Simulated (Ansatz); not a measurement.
## Lattice dynamics of (CaO)1(YN)3 [001] superlattice, started as rocksalt type

Wanted: vibrations and spectra of (CaO)1(YN)3 [001] superlattice, started as rocksalt type; the cell is already relaxed.

Method: DFT PBEsol, scalar-relativistic, plane waves, PAW, in Ansatz 0.2.0.

The structure was built from a prototype and need not be the compound's stable phase.

## 1. The starting structure

The structure is tetragonal, space group P4/mmm (No. 123). The conventional cell has a = 3.421 Å, b = 3.421 Å, c = 9.686 Å, α = 90.00°, β = 90.00°, γ = 90.00°. Nearest to Ca lie 4 O at 2.42 Å and 2 N at 2.44 Å. N has 5 Y at 2.40 to 2.42 Å and 1 Ca at 2.44 Å nearest. N has 6 Y at 2.42 Å nearest. Nearest to O lie 4 Ca at 2.42 Å and 2 Y at 2.42 Å. Nearest to Y lie 5 N at 2.42 Å and 1 O at 2.42 Å. Y has 6 N at 2.40 to 2.42 Å nearest. Farther neighbours and most contacts between anions are not listed.

Structure file:

```
Ca N O Y
1.0
     2.41880    2.41880    0.00000
    -2.41880    2.41880    0.00000
     0.00000    0.00000    9.68560
Ca N O Y
1 3 1 3
Direct
  0.00000 0.00000 0.00000
  0.00000 0.00000 0.25204
  0.50000 0.50000 0.50000
  0.00000 0.00000 0.74796
  0.50000 0.50000 0.00000
  0.50000 0.50000 0.24983
  0.00000 0.00000 0.50000
  0.50000 0.50000 0.75017
```

## 2. Zone-centre response

The cell comes from relaxations at this level that are not shown. The zone centre is the only wavevector solved here; it holds the modes that light can see, as far as symmetry allows. The response to a homogeneous field gives the Born charges and the dielectric tensor.

Input file input.yaml:

```yaml
crystal:
  lattice:
    - [2.4188028284, 2.4188028284, 0.0]
    - [-2.4188028284, 2.4188028284, 0.0]
    - [0.0, 0.0, 9.685601662]
  atoms:
    - { symbol: Ca, position: [0.0, 0.0, 0.0] }
    - { symbol: "N", position: [1.0, 0.0, 0.2520368508] }
    - { symbol: "N", position: [0.5, 0.5, 0.5] }
    - { symbol: "N", position: [1.0, 0.0, 0.7479631492] }
    - { symbol: O, position: [0.5, 0.5, 0.0] }
    - { symbol: "Y", position: [0.5, 0.5, 0.2498251124] }
    - { symbol: "Y", position: [0.0, 0.0, 0.5] }
    - { symbol: "Y", position: [0.5, 0.5, 0.7501748876] }
kpoints:
  mp_grid: { grid: [12, 12, 4] }
hamiltonian:
  xc: pbesol
scf:
  occupations: { method: fixed }
output:
  eigenvalues: true
phonons:
  method: dfpt
  dielectric: true
  rigid_motions: translations
```

Launch:

```bash
$ ansatz run input.yaml --threads 8 --pin off --max-ram 14336MiB --backend cpu --events-out ev --progress --plain --runs-dir out
```

Numbers of over 12 decimals in the logs are rounded to 6 here.

What it wrote:

```text
Engine: ansatz 0.2.0, x86_64-unknown-linux-gnu
Pseudopotentials: kind: paw
Pseudopotential: Ca, paw, valence charge 10, recommended cutoff 420 eV (normal), Ca.paw.azcp
Pseudopotential: N, paw, valence charge 5, recommended cutoff 420 eV (normal), N.paw.azcp
Pseudopotential: O, paw, valence charge 6, recommended cutoff 420 eV (normal), O.paw.azcp
Pseudopotential: Y, paw, valence charge 11, recommended cutoff 420 eV (normal), Y.paw.azcp
Functional definition: PBEsol
  exchange = pbesol_x
  correlation = pbesol_c
Crystal: 8 atoms, lattice volume = 113.333 Å³
Basis set: ecut = 420 eV, 2213 PW (Γ), exchange–correlation on 48×48×144 points (8 copies of the dense FFT grid, shifted against one another)
Bands: 40, of which v1, the nominal top of the filled ones, is band 32 counted from 1 (31 counted from 0)
Symmetry: 16 space group operations
k-points: 164 of 576 (irreducible under 2 space group operations, time reversal used)
Non-local potential: Ca, projectors of the file, l = 0: 3, l = 1: 2, l = 2: 2
Non-local potential: N, projectors of the file, l = 0: 2, l = 1: 2, l = 2: 1
Non-local potential: O, projectors of the file, l = 0: 2, l = 1: 2, l = 2: 1
Non-local potential: Y, projectors of the file, l = 0: 3, l = 1: 2, l = 2: 2, l = 3: 1
PAW form: soft (Blöchl's): semilocal exchange-correlation on the pseudo side does not see the compensation charge
PAW frozen core: Ca, regenerated for the run's functional, and the local potential with it (the file was generated under x = pbe(κ = 0.804, μ = 0.219515), c = pbe(β = 0.066725))
PAW frozen core: N, regenerated for the run's functional, and the local potential with it (the file was generated under x = pbe(κ = 0.804, μ = 0.219515), c = pbe(β = 0.066725))
PAW frozen core: O, regenerated for the run's functional, and the local potential with it (the file was generated under x = pbe(κ = 0.804, μ = 0.219515), c = pbe(β = 0.066725))
PAW frozen core: Y, regenerated for the run's functional, and the local potential with it (the file was generated under x = pbe(κ = 0.804, μ = 0.219515), c = pbe(β = 0.066725))
PAW one-centre angular grid: Ca, 110 points (default); XC on 64 Gauss nodes
PAW one-centre angular grid: N, 110 points (default); XC on 64 Gauss nodes
PAW one-centre angular grid: O, 110 points (default); XC on 64 Gauss nodes
PAW one-centre angular grid: Y, 590 points (default); XC on 64 Gauss nodes
Initial density: superposition of atomic densities (neutral atoms: chi_scale 0, normalization atom), corrected by the library's trained network
Initial wavefunctions: pseudopotential atomic-orbital guess
Functional: x = pbesol(κ = 0.804, μ = 0.123457), c = pbesol(β = 0.046)
SCF iter   1: F=—  HF=-14889.699502 eV  |F-HF|=—  |Δ(HF+E_count)|=         —  Δρ=1.46e-2  dr2=3.06e-1  ethr=1.77e-3  ⟨swp⟩=5.6  Hψ=25462  notcnv=0  defer=896
preconditioner: auto → Resta (q_TF=auto, 2.480 Å⁻¹)  ε∞=3.7  [insulator: Δε(μ)=0.091 eV  Ē_g=15.942 eV  n_scr=26 (ndim 8)  ℏωp=26.1 eV  f_vac=0.000  ε∞_Penn≈3.7]
SCF iter   2: F=—  HF=-14889.643049 eV  |F-HF|=—  |Δ(HF+E_count)|=   5.65e-2  Δρ=5.47e-3  dr2=3.12e-2  ethr=4.78e-4  ⟨swp⟩=2.1  Hψ=10540  notcnv=0  defer=964
SCF iter   3: F=—  HF=-14889.636227 eV  |F-HF|=—  |Δ(HF+E_count)|=   6.82e-3  Δρ=1.29e-3  dr2=2.19e-3  ethr=4.87e-5  ⟨swp⟩=2.0  Hψ=8838  notcnv=0  defer=984
SCF iter   4: F=—  HF=-14889.635717 eV  |F-HF|=—  |Δ(HF+E_count)|=   5.10e-4  Δρ=3.36e-4  dr2=1.40e-4  ethr=3.42e-6  ⟨swp⟩=2.5  Hψ=10986  notcnv=0  defer=983
SCF iter   5: F=—  HF=-14889.635710 eV  |F-HF|=—  |Δ(HF+E_count)|=   7.14e-6  Δρ=1.78e-4  dr2=3.76e-5  ethr=2.18e-7  ⟨swp⟩=2.0  Hψ=8642  notcnv=0  defer=890
SCF iter   6: F=—  HF=-14889.635704 eV  |F-HF|=—  |Δ(HF+E_count)|=   6.06e-6  Δρ=6.61e-5  dr2=4.16e-6  ethr=5.87e-8  ⟨swp⟩=2.0  Hψ=8667  notcnv=0  defer=694
SCF iter   7: F=—  HF=-14889.635704 eV  |F-HF|=—  |Δ(HF+E_count)|=   3.55e-7  Δρ=1.62e-5  dr2=2.33e-7  ethr=6.50e-9  ⟨swp⟩=2.0  Hψ=8594  notcnv=0  defer=620
[...]
WARN: field response: ε∞ stands inside a basis, on 20×20×8 points; the force constants stand on the 12×12×4 k-mesh, whose period is 9.83 times the interband length at k = (0.0000, 0.0000, 0.0000), direct gap 0.290 eV, under 14: take them and everything formed from them as unconverged, and compare with a denser kpoints.mp_grid
SCF converged after 11 iterations
Free energy (F): -14889.635704 eV
Harris-Foulkes:  -14889.635704 eV  (|F-HF|=7.28e-12)
Internal energy: -14889.635704 eV  (E = F + TS)
E sigma→0 (E₀):  -14889.635704 eV
Fermi energy:    11.466454 eV
--- Per-component energies (eV) ---
  E_band       = -237.319071
  E_kinetic    = 1767.669182
  E_local      = -2670.567674  (includes V_loc(G=0)·N_el)
  E_nonlocal   = 402.595293
  E_hartree    = 840.738431
  E_xc         = -911.420628
  E_vxc        = -1098.386626  (∫ρ·V_xc dr)
  E_paw        = -9675.413783  (= ΣΔE_a)
  E_vpaw       = -320.108760  (= ΣTr[D̂ρ^β])
  E_aug_tail   = 0.002677  (compensation charges beyond the density's cutoff)
  E_ewald      = -4643.923901
  E_core_change = 0.684697  (= ΣΔE_core)
  E_smearing   = -0.000000  (= −TS)
  E_closure    = -0.000000  (closes the sum)
  Σ components = -14889.635704   (vs F -14889.635704, Δ=0.00e0)
--- Band table (eV; the first three rows and the last of 164) ---
  k-point 0: bands = [... 28 lower, 11.1116, 11.1442, 11.4665, 11.4665, 11.7567, 12.6921, 13.4709, 14.9065, ... 4 higher]
  k-point 1: bands = [... 28 lower, 11.1386, 11.1386, 11.4191, 11.4191, 11.8027, 12.5130, 13.7115, 15.0621, ... 4 higher]
  k-point 2: bands = [... 28 lower, 11.1801, 11.1801, 11.3597, 11.3597, 11.8654, 12.3569, 13.9508, 14.8896, ... 4 higher]
  k-point 163: bands = [... 28 lower, 10.1645, 10.4955, 10.6025, 10.6025, 12.9483, 12.9483, 13.5605, 13.5605, ... 4 higher]
--- Phonons (Γ-DFPT): 12 representative perturbations + reference, on 164 of 576 k-points (Σ response iterations 38) ---
  k mesh reduced under 2 symmetry operations, with k and −k counted as one. Each operation leaves every solved perturbation unchanged. A smaller set is not considered because the run solves the response to a homogeneous field
  ASR residual: 1.194e-4 → 0.000e0 eV/Å²; symmetrization residual: 1.424e-5 eV/Å²
  ASR residual per site (eV/Å²): 5.16e-5 1.09e-5 1.19e-4 1.09e-5 7.17e-5 2.51e-5 8.04e-6 2.51e-5
  Γ frequencies (cm⁻¹): 0.00 0.00 0.00 121.01 121.01 138.72 138.72 167.95 167.95 187.94 194.72 205.44 205.44 218.58 247.30 247.30 280.62 283.88 283.88 286.87 286.87 431.45 510.61 529.94
  ε∞ (high-frequency dielectric tensor):
       10.778548    -0.000000    -0.000000
       -0.000000    10.778548    -0.000000
       -0.000000    -0.000000     8.067707
  ε⁰ (static dielectric tensor: ions relaxed, cell fixed):
       77.243007     0.000000    -0.000000
        0.000000    77.243007    -0.000000
       -0.000000    -0.000000    49.470392
  ε⁰ − ε∞ (ionic part):
       66.464459     0.000000    -0.000000
        0.000000    66.464459    -0.000000
       -0.000000    -0.000000    41.402685
  softest optical mode at Γ: 121.01 cm⁻¹; the repairs (sum rule, projections) moved no ω² at Γ by more than (2.99 cm⁻¹)²
  Born effective charges Z* (e; rows j = field, columns β = displacement):
    site 0:
         2.37648   -0.00000   -0.00000
        -0.00000    2.37648   -0.00000
        -0.00000   -0.00000    3.55453
    site 1:
        -4.73922    0.00000    0.00000
        -0.00000   -4.73922    0.00000
[...]
site 2:
[...]
site 3:
[...]
site 4:
[...]
site 5:
[...]
site 6:
[...]
site 7:
[...]
Z* charge neutrality: 1.771e-2 e pre-enforcement
  solved inside a basis spanned on kpoints, on 20×20×8 k-points transformed towards the longest dipole, which do not settle them: ε∞ is read to err by 1.1e-1, Z* by 1.3e-1 e (field_mesh: kpoints solves on kpoints); Z* is corrected for what the basis lacks
  optical modes at Γ without the LO–TO term, one row a degenerate level:
      ω (cm⁻¹)  modes    IR ((D/Å)²/amu)
[...]
optical modes at Γ + LO–TO along q̂ = [1.0000, 0.0000, 0.0000]:
      ω (cm⁻¹)  modes    IR ((D/Å)²/amu)
[...]
optical modes at Γ + LO–TO along q̂ = [0.0000, 1.0000, 0.0000]:
      ω (cm⁻¹)  modes    IR ((D/Å)²/amu)
[...]
optical modes at Γ + LO–TO along q̂ = [0.0000, 0.0000, 1.0000]:
      ω (cm⁻¹)  modes    IR ((D/Å)²/amu)
[...]
286.87      2            12.3316
        425.05      1             2.7189
        505.72      1             9.7651
        529.94      1             0.0000
        544.67      1            87.3560
```

Run time: 2.2 min. Hardware: 8 threads of Intel Xeon Platinum 8488C (Sapphire Rapids), shared host; peak memory 3.4 GiB; 16 min of CPU time.

Numbers from this step:

* gap on the k-mesh: 0.2902 eV
* volume per atom: 14.17 Å³
* sum-rule residual before enforcement: 1.19e-4 eV/Å²
* miss of the charge sum rule: 0.01771 e
* estimated error of the dielectric tensor: 0.1114
* estimated error of the Born charges: 0.1273 e
* point group: 4/mmm
* highest optical mode at the zone centre (no LO-TO term): 529.9 cm⁻¹
* lowest optical zone-centre mode: 121.0 cm⁻¹
* mean high-frequency dielectric constant: 9.875
* largest Born charge (third of the trace): 4.394 e
* mean static dielectric constant: 67.99
* top of the zone-centre spectrum with the field: 544.7 cm⁻¹

Without the LO-TO term. Patterns of degenerate modes are one choice out of their space. Modes at Γ, with each element's share of the kinetic energy:

```csv
mode,frequency (cm⁻¹),symmetry,Ca %,N %,O %,Y %
1,0.0,acoustic,11,12,4,73
2,0.0,acoustic,11,12,4,73
3,0.0,acoustic,11,12,4,73
4,121.0,Eg,0,2,0,98
5,121.0,Eg,0,2,0,98
6,138.7,Eu,26,0,6,67
7,138.7,Eu,26,0,6,67
8,167.9,Eu,21,24,7,48
9,167.9,Eu,21,24,7,48
10,187.9,A1g,0,8,0,92
11,194.7,A2u,0,29,36,35
12,205.4,Eu,32,59,0,9
13,205.4,Eu,32,59,0,9
14,218.6,A2u,18,4,14,64
15,247.3,Eg,0,98,0,2
16,247.3,Eg,0,98,0,2
17,280.6,A2u,62,19,1,18
18,283.9,Eu,10,11,78,0
19,283.9,Eu,10,11,78,0
20,286.9,Eu,0,94,4,2
21,286.9,Eu,0,94,4,2
22,431.4,A2u,3,72,22,3
23,510.6,A2u,6,65,23,6
24,529.9,A1g,0,92,0,8
```

Displacements in mode 5 (121.0 cm⁻¹), the largest set to 1:
```
Ca1  0.00  0.00  0.00
N2   0.32  0.05  0.00
N3   0.00  0.00  0.00
N4  -0.32 -0.05  0.00
O5   0.00  0.00  0.00
Y6   1.00  0.17  0.00
Y7   0.00  0.00  0.00
Y8  -1.00 -0.17  0.00
```

Displacements in mode 12 (205.4 cm⁻¹), the largest set to 1:
```
Ca1  0.67  0.01  0.00
N2  -1.00 -0.01  0.00
N3  -0.63 -0.01  0.00
N4  -1.00 -0.01  0.00
O5  -0.13  0.00  0.00
Y6  -0.05  0.00  0.00
Y7   0.23  0.00  0.00
Y8  -0.05  0.00  0.00
```

High-frequency dielectric tensor, which the program warns is not settled by the k meshes in reach. Tensor:

```csv
,x,y,z
x,10.78,0,0
y,0,10.78,0
z,0,0,8.068
```

Static dielectric tensor, which the program warns is not settled by the k meshes in reach. Tensor:

```csv
,x,y,z
x,77.24,0,0
y,0,77.24,0
z,0,0,49.47
```

Optical modes at the zone centre, without and with the macroscopic field of the longitudinal modes; each column is sorted by frequency, so a row need not hold one and the same mode. Modes with and without the field, by row:

```csv
rank among optical modes,no field (cm⁻¹),"q along (1, 0, 0) (cm⁻¹)","q along (0, 0, 1) (cm⁻¹)"
1,121,121,121
2,121,121,121
3,138.7,138.7,138.7
4,138.7,139.2,138.7
5,167.9,167.9,167.9
6,167.9,179.7,167.9
7,187.9,187.9,187.9
8,194.7,194.7,205.4
9,205.4,205.4,205.4
10,205.4,218.6,217.3
11,218.6,247.3,247.3
12,247.3,247.3,247.3
13,247.3,280.6,256.1
14,280.6,282.5,283.9
15,283.9,283.9,283.9
16,283.9,283.9,286.9
17,286.9,286.9,286.9
18,286.9,431.4,425.1
19,431.4,510.6,505.7
20,510.6,520.3,529.9
21,529.9,529.9,544.7
```

Born charge (rows field, columns displacement) (e), principal values of the symmetric part by kind of site:

```csv
atom,atoms with these values,low,middle,high,mean
Ca1,1,2.38,2.38,3.55,2.77
N2,2,-4.74,-4.74,-3.47,-4.32
N3,1,-4.26,-4.26,-3.30,-3.94
O5,1,-4.19,-2.41,-2.41,-3.00
Y6,2,3.89,4.65,4.65,4.39
Y7,1,3.11,4.47,4.47,4.01
```

In full for O5:

```
-2.41  0.00  0.00
 0.00 -2.41  0.00
 0.00  0.00 -4.19
```

Transverse modes. Lines of the infrared spectrum (strongest = 100):

```csv
position (cm⁻¹),label,relative intensity
121,Eg,0.0
139,Eu,1.3
168,Eu,44
188,A1g,0.0
195,A2u,39
205,Eu,100
219,A2u,1.8
247,Eg,0.0
281,A2u,16
284,Eu,0.0
287,Eu,7.1
431,A2u,1.1
511,A2u,0.2
530,A1g,0.0
```

Before it was imposed, the acoustic sum rule was missed by 1.2e-4 eV/Å² and the charge sum rule by 0.018 e. Small misses are needed for a sound result but don't prove that mesh and cutoff are converged. The lowest optical mode is real, 121 cm⁻¹.

The log warns of the k mesh: “the force constants stand on the 12×12×4 k-mesh, whose period is 9.83 times the interband length at k = (0.0000, 0.0000, 0.0000), direct gap 0.290 eV, under 14: take them and everything formed from them as unconverged”.

## 3. Another isotope, element Ca, natural mass 40.078 amu

An isotope changes the mass and not the force constants, so no new electronic calculation is needed; the shifts show which modes move this element.

The same force constants with the mass of Ca changed from 40.078 to 47.953 u (phonopy, no LO-TO term). Both lists are sorted by frequency; levels can cross, so a row need not hold one and the same mode. Modes under 3 cm⁻¹ are left out. Isotope shifts, by row:

```csv
q,rank,natural mass (cm⁻¹),changed mass (cm⁻¹)
0 0 0,4,121,121
0 0 0,5,121,121
0 0 0,6,138.7,134.9
0 0 0,7,138.7,134.9
0 0 0,8,167.9,164.9
0 0 0,9,167.9,164.9
0 0 0,10,187.9,187.9
0 0 0,11,194.7,194.7
0 0 0,12,205.4,200.5
0 0 0,13,205.4,200.5
0 0 0,14,218.6,214.1
0 0 0,15,247.3,247.3
0 0 0,16,247.3,247.3
0 0 0,17,280.6,266.6
0 0 0,18,283.9,281.7
0 0 0,19,283.9,281.7
0 0 0,20,286.9,286.9
0 0 0,21,286.9,286.9
0 0 0,22,431.4,430.5
0 0 0,23,510.6,508.2
0 0 0,24,529.9,529.9
```

A mode of this element alone would shift by -8.58 %. The highest zone-centre frequency without the field goes from 529.9 to 529.9 cm⁻¹ (+0.0 %). The product of the frequency ratios over all optical modes at Γ is 0.789; the product rule, (m/m′)^(3k/2) (M′/M)^(3/2) with k = 1 such atoms and M the mass of the cell, gives 0.789.

## 4. Another isotope, element N, natural mass 14.007 amu

The same for N, from 14.01 to 15.00 u.

The same force constants with the mass of N changed from 14.007 to 15.000 u (phonopy, no LO-TO term). Both lists are sorted by frequency; levels can cross, so a row need not hold one and the same mode. Modes under 3 cm⁻¹ are left out. Isotope shifts, by row:

```csv
q,rank,natural mass (cm⁻¹),changed mass (cm⁻¹)
0 0 0,4,121,120.9
0 0 0,5,121,120.9
0 0 0,6,138.7,138.7
0 0 0,7,138.7,138.7
0 0 0,8,167.9,166.4
0 0 0,9,167.9,166.4
0 0 0,10,187.9,187.4
0 0 0,11,194.7,192.8
0 0 0,12,205.4,201.5
0 0 0,13,205.4,201.5
0 0 0,14,218.6,218.3
0 0 0,15,247.3,239.1
0 0 0,16,247.3,239.1
0 0 0,17,280.6,277.3
0 0 0,18,283.9,277.3
0 0 0,19,283.9,278.8
0 0 0,20,286.9,283.3
0 0 0,21,286.9,283.3
0 0 0,22,431.4,420.8
0 0 0,23,510.6,499.8
0 0 0,24,529.9,513.5
```

A mode of this element alone would shift by -3.37 %. The highest zone-centre frequency without the field goes from 529.9 to 513.5 cm⁻¹ (-3.1 %). The product of the frequency ratios over all optical modes at Γ is 0.744; the product rule, (m/m′)^(3k/2) (M′/M)^(3/2) with k = 3 such atoms and M the mass of the cell, gives 0.744.

## 5. Another isotope, element O, natural mass 15.999 amu

The same for O, from 16.00 to 18.00 u.

The same force constants with the mass of O changed from 15.999 to 17.999 u (phonopy, no LO-TO term). Both lists are sorted by frequency; levels can cross, so a row need not hold one and the same mode. Modes under 3 cm⁻¹ are left out. Isotope shifts, by row:

```csv
q,rank,natural mass (cm⁻¹),changed mass (cm⁻¹)
0 0 0,4,121,121
0 0 0,5,121,121
0 0 0,6,138.7,138.2
0 0 0,7,138.7,138.2
0 0 0,8,167.9,167.2
0 0 0,9,167.9,167.2
0 0 0,10,187.9,187.9
0 0 0,11,194.7,190.2
0 0 0,12,205.4,205.4
0 0 0,13,205.4,205.4
0 0 0,14,218.6,217
0 0 0,15,247.3,247.3
0 0 0,16,247.3,247.3
0 0 0,17,280.6,270.9
0 0 0,18,283.9,270.9
0 0 0,19,283.9,280.5
0 0 0,20,286.9,286.8
0 0 0,21,286.9,286.8
0 0 0,22,431.4,425.8
0 0 0,23,510.6,504.4
0 0 0,24,529.9,529.9
```

A mode of this element alone would shift by -5.72 %. The highest zone-centre frequency without the field goes from 529.9 to 529.9 cm⁻¹ (+0.0 %). The product of the frequency ratios over all optical modes at Γ is 0.845; the product rule, (m/m′)^(3k/2) (M′/M)^(3/2) with k = 1 such atoms and M the mass of the cell, gives 0.845.

## 6. Summary of results

```
space group (within 0.01 Å)                             : P4/mmm
volume per atom                                         : 14.2 Å³
gap on the k-mesh                                       : 0.290 eV
highest optical mode at the zone centre (no LO-TO term) : 530 cm⁻¹
top of the zone-centre spectrum with the field          : 545 cm⁻¹
lowest optical zone-centre mode                         : 121 cm⁻¹
mean high-frequency dielectric constant                 : 9.87
mean static dielectric constant                         : 68.0
largest Born charge (third of the trace)                : 4.39 e
imaginary modes at Γ (the only wavevector solved)       : none
```

In words: The structure is stable against zone-centre distortions, since no mode there is imaginary; other wavevectors were not solved, so zone-boundary instabilities are untested. Without the field, the optical modes at Γ span 121 to 530 cm⁻¹. No dispersion was computed. The highest mode in this list at Γ, 529.9 cm⁻¹, is mostly motion of N (92 % of the kinetic energy). With the macroscopic field of the longitudinal modes the top of the zone-centre spectrum lies at 545 cm⁻¹, against 530 cm⁻¹ without it. Lattice motion raises the mean dielectric constant from 9.875 to 67.99. The strongest infrared line is at 205 cm⁻¹. With the field response the log warns that the k mesh is coarse for the force constants too, so the frequencies may not be converged. In this run the field response is not settled by the k meshes in reach, so its dielectric tensor, Born charges and longitudinal modes are rough. The starting cell was built on a prototype and not taken from a measurement, so the phase need not exist. These are harmonic frequencies at zero temperature: anharmonic shifts, linewidths and thermal expansion are left out.

[Logs are printed without paths, hosts, clocks, repeated set-up lines and the standing remarks that a program may print on its own settings, such as how far it seeks lower states.]

[Hosts, paths, dates, database ids (printed as entryN), source tags and the programs' standing remarks are cut or masked in the printed files.]
